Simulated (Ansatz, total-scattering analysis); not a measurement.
## Assigning the peaks of a pair distribution function

The sample: amorphous 18ZrO2-82SiO2 (mol %) (Si 27.3, Zr 6.1, O 66.7 atom %) at 300 K, fixed volume (mean pressure 2.9 GPa), ρ₀ = 0.0673 Å⁻³. The data come from ab initio molecular dynamics with Ansatz (PBE, plane waves, PAW set soft_1, Langevin thermostat, no spin, fixed volume). The average runs over 1.70 ps of 66 atoms, so shells between rare elements are rough. Mean temperature 345 K, largest m.s.d. 0.09 Å², energy drift +0 meV an atom (last third less first, no steady trend), Langevin friction 2 ps⁻¹; the first quarter of the run is discarded. Preparation: atoms packed at random with minimum distances, then 1.8 ps at 3200 K, 1.8 ps at 1980 K and 1.8 ps at 1060 K with a cheaper basis and a friction of 10 ps⁻¹ (mean temperature of the first stage 3316 K), too short to forget the start in full. So short a stretch relaxes bonds and nearest shells but still remembers its start. It is rigid on the time of the run. A cell quenched within picoseconds keeps more over- and under-coordinated atoms than a real glass or film, so this is a model of such a quench.

S(Q) is the Faber–Ziman total, Σ ci cj fi fj (Sij − 1)/⟨f⟩² + 1. Below 4 Å⁻¹ the partials are summed on the cell's own reciprocal vectors (from 0.63 Å⁻¹) and folded with a Gaussian of σ = 0.14 Å⁻¹; above it they are transforms of g(r) out to 6.7 Å, tapered over the last 40 %. The fold lowers sharp peaks, and with so few vectors their positions are good to about 0.1 Å⁻¹. X-rays take neutral-atom form factors, neutrons coherent lengths (Si 4.15071, Zr 7.16, O 5.8037 fm). G(r) = 4πrρ₀[g(r) − 1] carries the resolution of a Lorch-windowed transform up to 20 Å⁻¹. The patterns are simulated, not measured. The cell is small: beyond half the box only the part of each shell inside it is counted, and low-Q values rest on few vectors.

X-ray, Q (Å⁻¹) and value: 0.6 0.06, 0.9 0.34, 1.2 0.89, 1.5 0.91, 1.8 0.72, 2.1 1.06, 2.4 0.82, 2.7 0.48, 3.0 0.72, 3.3 0.75, 3.6 0.97, 3.9 1.17, 4.2 1.18, 4.5 1.20, 4.8 1.22, 5.1 1.16, 5.4 1.03, 5.7 0.91, 6.0 0.85, 6.3 0.87, 6.6 0.92, 6.9 0.96, 7.2 0.98, 7.5 1.03, 7.8 1.05, 8.1 1.03, 8.4 1.01, 8.7 1.03, 9.0 1.04, 9.3 1.04, 9.6 1.03, 9.9 1.02, 10.2 0.98, 10.5 0.94, 10.8 0.94, 11.1 0.95, 11.4 0.96, 11.7 0.98, 12.0 1.02

neutron, Q (Å⁻¹) and value: 0.6 0.39, 0.9 0.58, 1.2 0.81, 1.5 0.71, 1.8 0.60, 2.1 0.72, 2.4 0.69, 2.7 0.96, 3.0 1.03, 3.3 0.90, 3.6 0.80, 3.9 0.89, 4.2 0.96, 4.5 1.12, 4.8 1.28, 5.1 1.35, 5.4 1.24, 5.7 1.02, 6.0 0.83, 6.3 0.75, 6.6 0.76, 6.9 0.84, 7.2 0.96, 7.5 1.08, 7.8 1.14, 8.1 1.13, 8.4 1.05, 8.7 0.98, 9.0 0.98, 9.3 1.02, 9.6 1.05, 9.9 1.04, 10.2 0.99, 10.5 0.94, 10.8 0.91, 11.1 0.90, 11.4 0.92, 11.7 0.98, 12.0 1.06

G(r):

X-ray, r (Å) and value: 1.0 -0.87, 1.1 -0.89, 1.2 -0.92, 1.3 -1.06, 1.4 -0.67, 1.5 0.70, 1.6 1.91, 1.7 1.65, 1.8 0.56, 1.9 0.21, 2.0 0.42, 2.1 0.05, 2.2 -0.80, 2.3 -1.30, 2.4 -1.29, 2.5 -1.07, 2.6 -0.67, 2.7 -0.27, 2.8 -0.14, 2.9 -0.13, 3.0 -0.10, 3.1 -0.14, 3.2 -0.22, 3.3 -0.11, 3.4 0.12, 3.5 0.18, 3.6 0.13, 3.7 0.17, 3.8 0.29, 3.9 0.31, 4.0 0.28, 4.1 0.28, 4.2 0.23, 4.3 0.06, 4.4 -0.15, 4.5 -0.26, 4.6 -0.26, 4.7 -0.22, 4.8 -0.16, 4.9 -0.11, 5.0 -0.01, 5.1 0.19, 5.2 0.35, 5.3 0.28, 5.4 0.03, 5.5 -0.08, 5.6 0.14, 5.7 0.48, 5.8 0.62, 5.9 0.44, 6.0 0.02

neutron, r (Å) and value: 1.0 -0.87, 1.1 -0.89, 1.2 -0.97, 1.3 -1.21, 1.4 -0.83, 1.5 0.75, 1.6 2.25, 1.7 1.97, 1.8 0.35, 1.9 -0.66, 2.0 -0.69, 2.1 -0.83, 2.2 -1.35, 2.3 -1.56, 2.4 -0.95, 2.5 0.38, 2.6 1.75, 2.7 2.15, 2.8 1.27, 2.9 0.13, 3.0 -0.39, 3.1 -0.46, 3.2 -0.44, 3.3 -0.39, 3.4 -0.34, 3.5 -0.36, 3.6 -0.39, 3.7 -0.34, 3.8 -0.25, 3.9 -0.14, 4.0 -0.01, 4.1 0.14, 4.2 0.16, 4.3 0.01, 4.4 -0.17, 4.5 -0.19, 4.6 -0.01, 4.7 0.21, 4.8 0.33, 4.9 0.33, 5.0 0.27, 5.1 0.24, 5.2 0.24, 5.3 0.19, 5.4 0.06, 5.5 -0.06, 5.6 -0.12, 5.7 -0.16, 5.8 -0.24, 5.9 -0.37, 6.0 -0.41

Q: Assign the low-r maxima. Which coordination numbers can be read off, and what are they?

Each pair enters with the weight ci cj fi fj (2 − δij)/⟨f⟩², taking f = Z for X-rays at Q = 0: O–O 0.21 / 0.51; Si–O 0.30 / 0.30; Zr–O 0.19 / 0.11; Si–Zr 0.14 / 0.03; Si–Si 0.11 / 0.04; Zr–Zr 0.04 / 0.01 (X-ray / neutron).

| radiation | maximum (Å) | G (Å⁻²) | pairs that make it (share of the curvature of G, each pair at the same resolution) |
| --- | --- | --- | --- |
| X-ray | 1.63 | 2.03 | Si–O 100 % |
| X-ray | 2.00 | 0.44 | Zr–O 98 % |
| X-ray | 3.87 | 0.31 | Zr–Zr 97 % |
| neutron | 1.63 | 2.43 | Si–O 100 % |
| neutron | 2.68 | 2.19 | O–O 100 % |
| neutron | 4.17 | 0.17 | Si–O 92 % |

The first shell (Si–O, 1.63 Å) shares its range with Zr–O (1.98 Å), whose foot makes its area a rough count only. The maxima can be assigned, but 2 totals can't separate 6 partials, so the counts below come from the model itself.

From the coordinates:

```
 pair  first peak (Å)  g there  first minimum (Å)  g there                    neighbours
 Si–O            1.63     22.3               2.08     0.00    4.0 O per Si, 1.6 Si per O
 Zr–O            1.98      9.3               2.76     0.07    4.8 O per Zr, 0.4 Zr per O
  O–O            2.65      4.9               3.90     0.64                          10.3
Si–Si            2.98      4.0               3.40     0.10                           3.2
Si–Zr            3.47      3.9               3.88     0.53  1.0 Zr per Si, 4.4 Si per Zr
```

Bonded neighbours (only these pairs count: cutoffs Si–O 2.08 Å, Zr–O 2.76 Å): Si: 4 100 %; Zr: 4 15 %, 5 85 %; O: 2 92 %, 3 7.7 %. Bridging oxygens per network former of four or fewer bonds: Si: Q2 17 %, Q3 44 %, Q4 39 %. Oxygen by network formers bound (Si, B, P, Ge and Al count): none 2.3 %, one 32 %, two 66 %. O–Si–O peak at 106°, Si–O–Si peak at 128° and O–Zr–O peak at 92°. These counts come from 15 frames.

Unlike atoms are nearest: the pair functions peak at 1.63 Å (Si–O) and 2.65 Å (O–O). The ratio of these peaks, 1.63 (±0.04), compares with 1.73 for a triangle, 1.63 for a tetrahedron and 1.41 for an octahedron, and Si has 4.0 anions. The weights that differ most between the probes (X-ray, neutron): O–O 0.21 and 0.51, Si–Zr 0.14 and 0.03 and Zr–O 0.19 and 0.11. At 3.00 Å⁻¹ neutrons show a peak (1.03) where X-rays give 0.72: term by term, w(S − 1) with f = Z as a rough X-ray weight: O–O +0.49 against +0.20, Si–Zr -0.02 against -0.07 and Si–Si +0.03 against +0.07 (neutron against X-ray).

[Logs are printed without paths, hosts, clocks, repeated set-up lines and the standing remarks that a program may print on its own settings, such as how far it seeks lower states.]
